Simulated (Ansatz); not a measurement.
# Ce3Pb: which shell does photoemission see at 21.2 and 150 eV? (LDA)

The valence band of Ce3Pb mixes several shells. Work out by hand which one leads the spectrum's area at each photon energy.

Filled states come from the projected DOS of Ansatz 0.2.0 (LDA+U, plane waves); cross sections σ and asymmetry parameters β are those of free atoms in a Dirac–Hartree–Slater calculation. A shell's area is states × σ × angular factor, which is 1 + β·P₂(cos θ) for linear light, with θ = 0° from the polarisation and P₂ = 1.000.

**At 21.2 eV** (states counted from 11.2 eV below the zero; other shells add 1.1 to the products' sum of 54.3):

```
shell  filled states a cell  cross section (Mb an electron)     β  angular factor  product  share by hand (%)  share in the simulated spectrum (%)
Pb 6p                  2.55                           0.992  1.89            2.89     7.33                 13                                   13
Pb 5d                  0.01                               0  0.00            1.00        0                  0                                    0
Ce 5p                  0.00                               0  0.00            1.00        0                  0                                    0
Ce 5d                  7.07                            3.59  0.74            1.75     44.2                 81                                   82
Ce 4f                  3.13                           0.192  1.79            2.79     1.67                  3                                    3
```

**At 150 eV** (states counted from 20.3 eV below the zero; other shells add 0.06 to the products' sum of 5.28):

| shell | filled states a cell | cross section (Mb an electron) | β | angular factor | product | share by hand (%) | share in the simulated spectrum (%) |
| --- | --- | --- | --- | --- | --- | --- | --- |
| Pb 6p | 2.67 | 0.00605 | 0.00 | 1.00 | 0.0161 | 0 | 0 |
| Pb 5d | 9.97 | 0.0511 | 1.93 | 2.93 | 1.49 | 28 | 28 |
| Ce 5p | 17.42 | 0.0339 | 0.26 | 1.26 | 0.742 | 14 | 14 |
| Ce 5d | 7.38 | 0.00889 | -0.54 | 0.46 | 0.0302 | 1 | 1 |
| Ce 4f | 3.14 | 0.614 | 0.52 | 1.52 | 2.94 | 56 | 56 |

Ce 5d leads at 21.2 eV and Ce 4f at 150 eV. Between the two energies σ of Ce 5d changes by a factor 0.0025 and that of Ce 4f by 3.2, so their ratio moves 1292-fold in favour of the second. The simulated spectrum uses the same rule on the energy-resolved DOS, so the two share columns agree within a few points.

Only crystals where the two columns agree within 4 points and the lead is clear are worked in this form. Free-atom cross sections ignore the solid's final states, no escape depth or background enters, and the count of states a shell hangs on the projection.

[Logs are printed without paths, hosts, clocks, repeated set-up lines and the standing remarks that a program may print on its own settings, such as how far it seeks lower states.]
